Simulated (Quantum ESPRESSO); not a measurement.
# Energy and gap at +3 % biaxial strain: alpha-Ga2S3 ferroelectric layer, 1 layer

**Set-up.** Quantum ESPRESSO 7.5 driven by ASE, PBE, GBRV ultrasoft, ESM (bc1); atomic heights clamped; cell area 11.502 Å² at zero strain.

```tsv
strain (%)	energy (meV a cell)	gap on the mesh (eV)
−3	121.50	1.763
−1.5	29.84	1.745
0	0.00	1.650
+1.5	24.74	1.560
```

**Question.** What are energy and gap at +3 %, and how stiff is the sheet?

**Fit.** About zero, E'' = (29.84 + 24.74 − 2 × 0.00)/1.5² = 24.26 meV per %² and E' = (24.74 − 29.84)/3 = −1.70 meV per %. With E = A K ε², where K = (C11 + C22)/2 + C12 (C11 + C12 for a hexagonal sheet), K = 24.26 × 10/(2 × 11.502) × 16.02 = 169 N/m. The parabola gives E(+3 %) = 0.00 + 3 × (−1.70) + 4.5 × 24.26 = 104.1 meV. Continuing the last slope, the gap is 2 × 1.560 − 1.650 = 1.470 eV.

**Check.** E = 97.4 meV and the gap 1.474 eV. The parabola misses by +6.7 meV, too high, since bonds soften under tension. The gap's line misses by −0.004 eV.

**Limits.** Clamped heights stiffen sheets with several planes. Semilocal gap, no spin-orbit coupling.

[Logs are printed without paths, hosts, clocks, repeated set-up lines and the standing remarks that a program may print on its own settings, such as how far it seeks lower states.]
